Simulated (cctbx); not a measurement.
## Ba9Pr2S12 with cctbx, script by script

Library: cctbx 2025.11. The data are simulated by the first script.

## 1. Simulate the data

run.py:

```python
from cctbx import adptbx, crystal, miller, sgtbx, xray
from cctbx.array_family import flex
from iotbx.shelx import hklf
from scitbx import matrix
import scitbx.random

cs = crystal.symmetry(unit_cell=(7.885, 13.498, 14.618, 90, 100.07, 90), space_group_symbol='Hall: -C 2y')  # C2/m
atoms = [  # label, site, U (iso, or U11 U22 U33 U12 U13 U23 in A^2), occupancy
    ("Pr1", (0.5, 0.1664, 0), (0.0201, 0.0255, 0.0197, 0.0000, 0.0031, 0.0000), 1),
    ("Ba1", (0.238, 0.1625, 0.2387), (0.0211, 0.0187, 0.0212, 0.0001, 0.0041, 0.0004), 1),
    ("Ba2", (0.5, 0.6656, 0.5), (0.0208, 0.0284, 0.0149, 0.0000, 0.0082, 0.0000), 1),
    ("Ba3", (0.7649, 0, 0.2407), (0.0303, 0.0146, 0.0152, 0.0000, -0.0029, 0.0000), 1),
    ("Ba4", (0.5, 0, 0.5), (0.0176, 0.0122, 0.0190, 0.0000, 0.0068, 0.0000), 1),
    ("S1", (0.3619, 0.6843, 0.1106), (0.0213, 0.0184, 0.0442, 0.0066, 0.0083, -0.0083), 1),
    ("S2", (0.6288, 0.1661, 0.3709), (0.0223, 0.0169, 0.0107, 0.0038, -0.0010, 0.0033), 1),
    ("S3", (0.4003, 0, 0.1096), (0.0126, 0.0227, 0.0282, 0.0000, -0.0037, 0.0000), 1),
    ("S4", (0.1281, 0, 0.3705), (0.0293, 0.0418, 0.0173, 0.0000, 0.0125, 0.0000), 1),
]
xs = xray.structure(crystal_symmetry=cs)
for label, site, u, occ in atoms:
    u = adptbx.u_cif_as_u_star(cs.unit_cell(), u) if isinstance(u, tuple) else u
    xs.add_scatterer(xray.scatterer(label, site=site, u=u, occupancy=occ))
xs.set_inelastic_form_factors(0.71073, "sasaki")
xs.show_summary()
p1 = xs.expand_to_p1()
ms = miller.build_set(p1, anomalous_flag=True, d_min=0.65)
flex.set_random_seed(719457)
scitbx.random.set_random_seed(719457)
ms = ms.select(flex.random_double(ms.size()) < 0.5)
i = ms.structure_factors_from_scatterers(p1, algorithm="direct").f_calc().as_intensity_array().data()
i = i / flex.sqrt(1 + 0.1 * i / flex.max(i))  # extinction
i = i * 40000 / flex.max(i)
sig = flex.sqrt(i + flex.pow2(0.015 * i) + 8 ** 2)
noise = scitbx.random.variate(scitbx.random.normal_distribution())(i.size())
data = ms.array(data=i + sig * noise, sigmas=sig).set_observation_type_xray_intensity()
with open("data.hkl", "w") as f:
    data.export_as_shelx_hklf(f)
print("reflections written:", data.size(), " <I/sigma> = %.1f" % flex.mean(data.data() / data.sigmas()))
for h, a, b in list(data.sort("data"))[:12]:
    print("%4d%4d%4d %9.1f %7.1f" % (h + (a, b)))
```

```console
$ python run.py
```

```text
Number of scatterers: 9
At special positions: 6
Unit cell: (7.885, 13.498, 14.618, 90, 100.07, 90)
Space group: C 1 2/m 1 (No. 12)
reflections written: 11719  <I/sigma> = 4.5
   2   0   2   39722.8   632.5
  -3   3   1   30167.5   479.4
  -3  -3   1   29728.3   479.4
   0  -6   0   29553.6   482.4
  -2   0   6   28704.1   451.0
   1   3   5   28345.6   456.2
  -1  -3  -5   28050.1   456.2
  -2  -6  -2   23892.4   377.2
   2  -6   2   23554.3   377.2
   2   6   2   23351.7   377.2
   4   0  -4   23052.0   371.8
  -4   0   4   22342.5   371.8
```

Run time: 0.32 s on 1 thread of Arm Neoverse V2 (shared host), peak memory 0.07 GiB.

## 2. Symmetry

run.py:

```python
from cctbx import crystal, sgtbx, statistics
from cctbx.array_family import flex
from iotbx.shelx import hklf

p1 = crystal.symmetry(unit_cell=(7.885, 13.498, 14.618, 90, 100.07, 90), space_group_symbol="P 1")
raw = hklf.reader(file_name="data.hkl").as_miller_arrays(crystal_symmetry=p1, anomalous=True)[0]
print(raw.size(), "reflections to d = %.3f A" % raw.d_min())
isig = raw.data() / raw.sigmas()
print("centring   violations  <I/sigma> of those")
best = "P"
for c in "ABCIRF":
    a = raw.customized_copy(space_group_info=sgtbx.space_group_info("Hall: %s 1" % c)).sys_absent_flags().data()
    m = flex.mean(isig.select(a))
    print("%5s %10d of %5d %8.1f" % (c, (isig.select(a) > 4).count(True), a.count(True), m))
    if (isig.select(a) > 4).count(True) < 0.01 * a.count(True):
        best = c
raw = raw.select(~raw.customized_copy(space_group_info=sgtbx.space_group_info("Hall: %s 1" % best)).sys_absent_flags().data())
isig = raw.data() / raw.sigmas()
rows = []
for s in sgtbx.space_group_symbol_iterator():
    g = sgtbx.space_group(s)
    if g.conventional_centring_type_symbol() != best or not g.is_compatible_unit_cell(p1.unit_cell(), 1e-3, 0.02):
        continue
    rows.append((s, g))
print("Laue class    unique    Rint  (classes that these axes allow; Friedel mates merged)")
rint = {}
for s, g in rows:
    laue = g.build_derived_patterson_group()
    key = laue.type().hall_symbol()
    if key not in rint:
        m = raw.customized_copy(space_group_info=laue.info(), anomalous_flag=False).merge_equivalents()
        rint[key] = m.r_int()
        print("%-14s %6d %7.3f" % (laue.type().lookup_symbol(), m.array().size(), m.r_int()))
floor = min(rint.values())
good = [(s, g) for s, g in rows if rint[g.build_derived_patterson_group().type().hall_symbol()] < 2 * floor + 0.03]
top = max(g.build_derived_patterson_group().order_z() for s, g in good)
print("space group    extra absences  I>4sigma  <I/sigma>")
for s, g in good:
    laue = g.build_derived_patterson_group()
    if laue.order_z() != top:
        continue
    a = raw.customized_copy(space_group_info=g.info()).sys_absent_flags().data()
    a &= ~raw.customized_copy(space_group_info=laue.info()).sys_absent_flags().data()
    bad = (isig.select(a) > 4).count(True)
    if bad <= 0.03 * a.count(True):
        print("%-16s %8d %10d %9s  %s" % (s.universal_hermann_mauguin(), a.count(True), bad, "%.1f" % flex.mean(isig.select(a)) if a.count(True) else "-", "centric" if g.is_centric() else "acentric"))
laue = max(good, key=lambda t: t[1].build_derived_patterson_group().order_z())[1].build_derived_patterson_group()
f = raw.customized_copy(space_group_info=laue.info(), anomalous_flag=False).merge_equivalents().array().eliminate_sys_absent().f_sq_as_f()
f.set_observation_type_xray_amplitude()
bins = max(3, min(8, f.size() // 12))
f.setup_binner(n_bins=bins)
w = statistics.wilson_plot(f, {e: n / laue.order_z() for e, n in {'Pr': 4.0, 'Ba': 18.0, 'S': 24.0}.items()}, e_statistics=True)
print("Wilson B = %.2f A^2   <|E^2-1|> = %.3f (0.968 centric, 0.736 acentric)   E^2>4: %.1f %%" % (w.wilson_b, w.mean_e_sq_minus_1, w.percent_e_sq_gt_2))
print("shell (A)         n   <I/sigma>")
m = raw.customized_copy(space_group_info=laue.info(), anomalous_flag=False).merge_equivalents().array().eliminate_sys_absent()
for b in m.setup_binner(n_bins=bins).range_used():
    sel = m.binner().selection(b)
    print("%5.2f - %4.2f %6d %8.1f" % (min(m.binner().bin_d_range(b)[0] if m.binner().bin_d_range(b)[0] > 0 else 99, 99), m.binner().bin_d_range(b)[1], sel.count(True), flex.mean((m.data() / m.sigmas()).select(sel))))
```

```console
$ python run.py
```

```text
11719 reflections to d = 0.650 A
centring   violations  <I/sigma> of those
    A       1757 of  5894      4.0
    B       1756 of  5937      3.9
    C          1 of  5829     -0.0
    I       1657 of  5813      4.4
    R       2230 of  7799      4.5
    F       1757 of  8830      2.6
Laue class    unique    Rint  (classes that these axes allow; Friedel mates merged)
C 1 2/m 1        2789   0.027
space group    extra absences  I>4sigma  <I/sigma>
C 1 2 1                 0          0         -  acentric
C 1 m 1                 0          0         -  acentric
C 1 2/m 1               0          0         -  centric
Wilson B = 1.57 A^2   <|E^2-1|> = 1.251 (0.968 centric, 0.736 acentric)   E^2>4: 8.1 %
shell (A)         n   <I/sigma>
14.40 - 1.30    362     19.7
 1.30 - 1.03    349     15.9
 1.03 - 0.90    342     12.5
 0.90 - 0.82    362     13.5
 0.82 - 0.76    335      9.0
 0.76 - 0.72    334      9.9
 0.72 - 0.68    370      8.2
 0.68 - 0.65    335      6.5
```

Time: 0.29 s.

## 3. Charge flipping

run.py:

```python
import itertools
from cctbx import crystal, maptbx
from cctbx.array_family import flex
from iotbx.shelx import hklf
from smtbx.ab_initio import charge_flipping as cf

cs = crystal.symmetry(unit_cell=(7.885, 13.498, 14.618, 90, 100.07, 90), space_group_symbol='Hall: -C 2y')  # C2/m
raw = hklf.reader(file_name="data.hkl").as_miller_arrays(crystal_symmetry=cs, anomalous=True)[0]
merged = raw.eliminate_sys_absent().merge_equivalents()
fo2 = merged.array().set_observation_type_xray_intensity()
f = fo2.average_bijvoet_mates().f_sq_as_f().resolution_filter(d_min=1.8)
p1 = f.expand_to_p1()
p1.setup_binner_counting_sorted(reflections_per_bin=max(40, p1.size() // 12))
work = p1.array(data=p1.data() / p1.amplitude_quasi_normalisations().data())
flex.set_random_seed(43735)
it = cf.weak_reflection_improved_iterator(delta=None, weak_reflection_fraction=0.1)
it.start(work, phases=flex.random_double(p1.size()) * 6.2832, f_000=0)
it.delta = 1.1 * it.rho_map.sigma()
print("cycle      R  skewness")
for n, st in enumerate(itertools.islice(it, 100)):
    if n % 8 == 0:
        print("%5d %6.3f %8.2f" % (n, st.r1_factor(), st.rho_map.skewness()))
rho = p1.phase_transfer(it.f_calc).fft_map().apply_volume_scaling()
polish = cf.low_density_elimination_iterator(constant_rho_c=rho.sigma())
polish.start(f_obs=p1, phases=it.f_calc, f_000=0)
for _ in range(8):
    next(polish)
print("origin shift          correlation  skewness")
maps = []
for fc, shift, cc in itertools.islice(cf.f_calc_symmetrisations(f, polish.f_calc, 0), 4):
    m = f.phase_transfer(fc).fft_map(symmetry_flags=maptbx.use_space_group_symmetry, resolution_factor=0.25).apply_sigma_scaling()
    maps.append((m.skewness(), cc, m))
    print("%6.3f %6.3f %6.3f %10.3f %9.2f" % (tuple(shift) + (cc, m.skewness())))
skew, cc, m = max((t for t in maps if t[1] > maps[0][1] - 0.04), key=lambda t: t[0])
print("taken: symmetry correlation %.3f, skewness %.2f" % (cc, skew))
peaks = m.peak_search(parameters=maptbx.peak_search_parameters(min_distance_sym_equiv=0.9, max_clusters=14)).all()
sps = cs.special_position_settings(min_distance_sym_equiv=0.5)
print("peak      x       y       z  mult  height/sigma")
for k, (x, h) in enumerate(zip(peaks.sites(), peaks.heights())):
    ss = sps.site_symmetry(x)
    print("Q%-3d %7.4f %7.4f %7.4f %4d %8.1f" % ((k + 1,) + tuple(t % 1 for t in ss.exact_site()) + (ss.multiplicity(), h)))
```

```console
$ python run.py
```

```text
cycle      R  skewness
    0  0.579     0.31
    8  0.492     0.96
   16  0.474     0.88
   24  0.511     0.81
   32  0.505     0.84
   40  0.525     0.77
   48  0.487     0.86
   56  0.527     0.91
   64  0.534     0.82
   72  0.526     0.73
   80  0.520     0.75
   88  0.500     0.78
   96  0.507     0.68
origin shift          correlation  skewness
 0.343  0.108  0.327      0.985      1.76
 0.343  0.441  0.327      0.985      1.64
 0.343  0.274  0.327      0.985      1.74
 0.092  0.274  0.077      0.985      1.61
taken: symmetry correlation 0.985, skewness 1.76
peak      x       y       z  mult  height/sigma
Q1    0.9876  0.5000  0.0860    4      6.3
Q2    0.2408  0.0000  0.1643    4      5.7
Q3    0.0064  0.3294  0.4168    8      5.6
Q4    0.2227  0.0000  0.3342    4      4.7
Q5    0.2430  0.1686  0.8323    8      4.6
Q6    0.9962  0.1701  0.0905    8      4.4
Q7    0.2501  0.3280  0.3378    8      3.6
Q8    0.0147  0.0000  0.4473    4      3.0
Q9    0.0000  0.3305  0.0000    4      1.6
Q10   0.0485  0.0000  0.9793    4      1.5
Q11   0.2107  0.1732  0.2755    8      1.4
Q12   0.1588  0.1694  0.3617    8      1.4
Q13   0.0000  0.5000  0.5000    2      1.4
Q14   0.1217  0.3368  0.8619    8      1.2
```

Time: 0.31 s.

This run holds a fault made on purpose: resolution cut far too low for atomic peaks.

## 4. Charge flipping

run.py, as its changes from the last script of this kind:

```diff
@@ -11 +11 @@
-f = fo2.average_bijvoet_mates().f_sq_as_f().resolution_filter(d_min=1.8)
+f = fo2.average_bijvoet_mates().f_sq_as_f().resolution_filter(d_min=0.65)
```

```console
$ python run.py
```

```text
cycle      R  skewness
    0  0.593     0.42
    8  0.535     1.63
   16  0.545     2.42
   24  0.546     4.62
   32  0.539     5.01
   40  0.533     4.97
   48  0.542     4.93
   56  0.529     4.93
   64  0.531     4.75
   72  0.530     4.95
   80  0.534     4.75
   88  0.535     4.82
   96  0.532     4.86
origin shift          correlation  skewness
 0.456  0.003  0.297      0.888      3.22
 0.206  0.003  0.047      0.888      3.18
 0.331  0.003  0.422      0.888      3.13
 0.081  0.003  0.172      0.888      3.23
taken: symmetry correlation 0.888, skewness 3.23
peak      x       y       z  mult  height/sigma
Q1    0.1281  0.1695  0.3741    8     14.4
Q2    0.0000  0.3317  0.5000    4     13.1
Q3    0.1267  0.5000  0.3770    4     12.7
Q4    0.1294  0.0000  0.8778    4     12.3
Q5    0.1206  0.3345  0.8730    8     11.2
Q6    0.0000  0.0000  0.5000    2     10.0
Q7    0.2407  0.1683  0.7525    8      9.6
Q8    0.2387  0.0000  0.2468    4      9.6
Q9    0.0000  0.5000  0.0000    2      9.2
Q10   0.0000  0.1589  0.0000    4      6.5
Q11   0.1058  0.4634  0.2699    8      4.4
Q12   0.1347  0.1995  0.4795    8      4.4
Q13   0.1409  0.0347  0.9862    8      4.2
Q14   0.1555  0.5000  0.4835    4      4.1
```

Time: 0.67 s.

## 5. Refinement (model from the peaks)

run.py:

```python
import math
from cctbx import adptbx, crystal, maptbx, sgtbx, xray
from cctbx.array_family import flex
from cctbx.xray import observations
from iotbx.shelx import hklf
from scitbx.lstbx import normal_eqns_solving
from smtbx import absolute_structure, utils
from smtbx.refinement import constraints, least_squares

cs = crystal.symmetry(unit_cell=(7.885, 13.498, 14.618, 90, 100.07, 90), space_group_symbol='Hall: -C 2y')  # C2/m
atoms = [  # label, site, U (iso, or U11 U22 U33 U12 U13 U23 in A^2), occupancy
    ("Ba1", (0.1281, 0.1695, 0.3741), 0.0200, 1),
    ("Pr1", (0, 0.3317, 0.5), 0.0200, 1),
    ("Ba2", (0.1267, 0.5, 0.377), 0.0200, 1),
    ("Ba3", (0.1294, 0, 0.8778), 0.0200, 1),
    ("S1", (0.1206, 0.3345, 0.873), 0.0200, 1),
    ("Ba4", (0, 0, 0.5), 0.0200, 1),
    ("S2", (0.2407, 0.1683, 0.7525), 0.0200, 1),
    ("S3", (0.2387, 0, 0.2468), 0.0200, 1),
    ("S4", (0, 0.1589, 0), 0.0200, 1),
]
xs = xray.structure(crystal_symmetry=cs)
for label, site, u, occ in atoms:
    u = adptbx.u_cif_as_u_star(cs.unit_cell(), u) if isinstance(u, tuple) else u
    xs.add_scatterer(xray.scatterer(label, site=site, u=u, occupancy=occ))
xs.set_inelastic_form_factors(0.71073, "sasaki")
raw = hklf.reader(file_name="data.hkl").as_miller_arrays(crystal_symmetry=cs, anomalous=True)[0]
merged = raw.eliminate_sys_absent().merge_equivalents()
fo2 = merged.array().set_observation_type_xray_intensity()
print("Rint %.3f, %d unique reflections to %.2f A" % (merged.r_int(), fo2.size(), fo2.d_min()))
for sc in xs.scatterers():
    sc.flags.set_grad_site(True)
    sc.flags.set_grad_u_aniso(sc.flags.use_u_aniso())
    sc.flags.set_grad_u_iso(sc.flags.use_u_iso())
obs = fo2.as_xray_observations()
extra = {}
rep = constraints.reparametrisation(xs, [], utils.connectivity_table(xs), **extra)
ls = least_squares.crystallographic_ls(obs, rep, weighting_scheme=least_squares.mainstream_shelx_weighting(a=0, b=0))
print("cycle     R1     wR2    GooF  max shift (A)")
for cycle in range(6):
    ls.build_up()
    r1, wr2, goof = ls.r1_factor(cutoff_factor=2)[0], ls.wR2(), ls.goof()
    old = xs.sites_cart()
    normal_eqns_solving.levenberg_marquardt_iterations(ls, n_max_iterations=3, tau=0.0001, step_threshold=1e-7)
    big = flex.max((xs.sites_cart() - old).norms())
    print("%4d %7.4f %7.4f %7.3f %9.5f" % (cycle + 1, r1, wr2, goof, big))
    ls.build_up(objective_only=True)
    if abs(ls.wR2() - wr2) < 5e-5 and big < 5e-4:
        break
ls.build_up()
print("final R1 %.4f wR2 %.4f GooF %.3f  parameters %d  data/parameter %.1f" % (ls.r1_factor(cutoff_factor=2)[0], ls.wR2(), ls.goof(), ls.n_parameters, fo2.size() / ls.n_parameters))
cov = ls.covariance_matrix_and_annotations()
su = dict(zip(cov.annotations, (math.sqrt(max(v, 0)) for v in cov.matrix.matrix_packed_u_diagonal())))
a2 = cs.unit_cell().reciprocal_parameters()[0] ** -2
print("atom        x        y        z      Ueq    occ   su(xyz)  su(Uiso or U11)")
for sc in xs.scatterers():
    s = max(su.get(sc.label + k, 0) for k in (".x", ".y", ".z"))
    npd = "" if sc.is_positive_definite_u(cs.unit_cell()) else "  NPD"
    print("%-5s %8.5f %8.5f %8.5f %8.4f %6.3f %8.5f %7.4f%s" % ((sc.label,) + sc.site + (sc.u_iso_or_equiv(cs.unit_cell()), sc.occupancy, s, su.get(sc.label + ".uiso", su.get(sc.label + ".u11", 0) * a2), npd)))
fo = fo2.f_sq_as_f()
fc = fo.structure_factors_from_scatterers(xs, algorithm="direct").f_calc()
diff = fo.f_obs_minus_f_calc(1 / math.sqrt(ls.scale_factor()), fc).average_bijvoet_mates()
m = diff.fft_map(symmetry_flags=maptbx.use_space_group_symmetry, resolution_factor=0.25).apply_volume_scaling()
print("difference map: max %.2f min %.2f rms %.2f" % (m.statistics().max(), m.statistics().min(), m.statistics().sigma()))
peaks = m.peak_search(parameters=maptbx.peak_search_parameters(min_distance_sym_equiv=0.6, max_clusters=5)).all()
near = xs.closest_distances(peaks.sites(), distance_cutoff=4)
sps = cs.special_position_settings(min_distance_sym_equiv=0.5)
for k, (x, h) in enumerate(zip(peaks.sites(), peaks.heights())):
    ss = sps.site_symmetry(x)
    print("Q%-3d %7.4f %7.4f %7.4f %4d %7.2f  %.2f A from %s" % ((k + 1,) + tuple(t % 1 for t in ss.exact_site()) + (ss.multiplicity(), h, near.smallest_distances[k], xs.scatterers()[near.i_seqs[k]].label)))
```

```console
$ python run.py
```

```text
Rint 0.027, 2789 unique reflections to 0.65 A
cycle     R1     wR2    GooF  max shift (A)
   1  0.6185  0.8814  17.456   0.83890
   2  0.4242  0.7467  14.789   0.39991
   3  0.3543  0.6654  13.178   1.90055
   4  0.3058  0.5779  11.445   0.56371
   5  0.2994  0.5678  11.246   0.19961
   6  0.2969  0.5643  11.175   0.19137
final R1 0.2959 wR2 0.5630 GooF 11.150  parameters 26  data/parameter 107.3
atom        x        y        z      Ueq    occ   su(xyz)  su(Uiso or U11)
Ba1    0.12672  0.16784  0.36924   0.0097  1.000  0.00041  0.0006
Pr1    0.00000  0.34816  0.50000   0.7870  1.000  0.01230  0.0970
Ba2    0.11483  0.50000  0.37028   0.0122  1.000  0.00067  0.0009
Ba3    0.13638  0.00000  0.88441   0.0024  1.000  0.00054  0.0007
S1     0.11412  0.33021  0.88218   0.0001  1.000  0.00122  0.0015
Ba4    0.00000  0.00000  0.50000   0.3841  1.000  0.00000  0.0510
S2     0.24487  0.16649  0.76079   0.0026  1.000  0.00119  0.0016
S3     0.23443  0.00000  0.23928   0.0175  1.000  0.00293  0.0037
S4     0.00000  0.14066  0.00000   0.0536  1.000  0.00311  0.0097
difference map: max 64.17 min -24.70 rms 3.89
Q1    0.1114  0.3319  0.8804    8   66.42  0.04 A from S1
Q2    0.1364  0.0000  0.8740    4   60.36  0.15 A from Ba3
Q3    0.1007  0.1751  0.3618    8   49.87  0.24 A from Ba1
Q4    0.0000  0.0000  0.5000    2   42.54  0.00 A from Ba4
Q5    0.1416  0.5000  0.3866    4   37.34  0.29 A from Ba2
```

Time: 0.73 s.

Figures of merit this high mean that the model is still wrong or incomplete.

## 6. Charge flipping

run.py, as its changes from the last script of this kind:

```diff
@@ -13,3 +13,2 @@
-p1.setup_binner_counting_sorted(reflections_per_bin=max(40, p1.size() // 12))
-work = p1.array(data=p1.data() / p1.amplitude_quasi_normalisations().data())
-flex.set_random_seed(43735)
+work = p1
+flex.set_random_seed(43736)
@@ -20,2 +19,2 @@
-for n, st in enumerate(itertools.islice(it, 100)):
-    if n % 8 == 0:
+for n, st in enumerate(itertools.islice(it, 200)):
+    if n % 16 == 0:
```

```console
$ python run.py
```

```text
cycle      R  skewness
    0  0.580     0.57
   16  0.461     4.52
   32  0.383     5.27
   48  0.383     5.18
   64  0.389     5.10
   80  0.385     4.97
   96  0.386     4.99
  112  0.392     4.91
  128  0.385     5.00
  144  0.391     4.94
  160  0.388     4.93
  176  0.391     4.86
  192  0.403     4.99
origin shift          correlation  skewness
 0.238  0.475  0.417      0.887      2.59
 0.364  0.475  0.292      0.887      2.51
-0.012  0.475  0.166      0.887      2.59
 0.435  0.473  0.307      0.891      4.07
taken: symmetry correlation 0.891, skewness 4.07
peak      x       y       z  mult  height/sigma
Q1    0.1273  0.5000  0.3750    4     18.8
Q2    0.1245  0.1671  0.3709    8     18.4
Q3    0.1215  0.3333  0.8870    8     13.0
Q4    0.1296  0.0000  0.8844    4     12.6
Q5    0.1105  0.5000  0.1750    4      4.3
Q6    0.2432  0.0000  0.5890    4      3.8
Q7    0.1226  0.1999  0.5793    8      3.8
Q8    0.1227  0.1775  0.1758    8      3.7
Q9    0.2445  0.1379  0.5539    8      3.6
Q10   0.1560  0.2070  0.2636    8      3.5
Q11   0.0000  0.5000  0.0000    2      3.5
Q12   0.1697  0.0000  0.7801    4      3.5
Q13   0.0435  0.1718  0.9095    8      3.4
Q14   0.0329  0.0000  0.6972    4      3.3
```

Run time: 0.78 s on 1 thread of Arm Neoverse V2, on a shared host, peak memory 0.09 GiB.

[Logs are printed without paths, hosts, clocks, repeated set-up lines and the standing remarks that a program may print on its own settings, such as how far it seeks lower states.]
